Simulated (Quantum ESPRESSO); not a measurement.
Computed results, one entry a study.

```
NaMnCl3: parallel and opposed starts
1.0
     3.29550    1.90266    6.20900
    -3.29550    1.90266    6.20900
     0.00000   -3.80532    6.20900
Na Mn Cl
2 2 6
Direct
  0.14490 0.14490 0.14490
  0.85510 0.85510 0.85510
  0.34070 0.34070 0.34070
  0.65930 0.65930 0.65930
  0.44900 0.71690 0.06720
  0.06720 0.44900 0.71690
  0.71690 0.06720 0.44900
  0.55100 0.28310 0.93280
  0.93280 0.55100 0.28310
  0.28310 0.93280 0.55100
# method: PBEsol with U = 4 eV on Mn d (ortho-atomic projectors); plane waves with GBRV 1.5 PBEsol potentials, no spin-orbit coupling, projections on orthogonalised atomic orbitals (and 2 further levels or steps)
# program: Quantum ESPRESSO 7.5
# settings of one run: GBRV 1.5 PBEsol, cutoff 544.23 eV, 4×4×4 k-mesh, 67 bands, fermi-dirac occupations, smearing width 0.05 eV, collinear spin, SCF threshold 2.00e-8, Hubbard form dudarev, Hubbard projectors ortho-atomic, starting moments 0 0 4.5 4.5 0 0 0 0 0 0 μB
# cost: 4 runs, 4.8 min in all on 4 MPI ranks of Arm Neoverse V2, shared host (the runs of this entry)
# notes: This is the lowest of 2 collinear or spinless starts, no proof of the ground state.
# lowest state found: ferromagnetic (from ferro ++)
# largest site moment: 4.48 μB
# next state with moments: antiferromagnetic, 2.48 meV a seeded atom higher
```

[Logs and program files are shortened in this print: banners, set-up blocks, solver, clock and traceback lines can be left out without a mark of their own.]

[Logs are printed without paths, hosts, clocks, repeated set-up lines and the standing remarks that a program may print on its own settings, such as how far it seeks lower states.]

[Hosts, paths, dates, database ids (printed as entryN), source tags and the programs' standing remarks are cut or masked in the printed files.]

[Where a cell is said to come from a database of computed structures, the database is the Materials Project.]
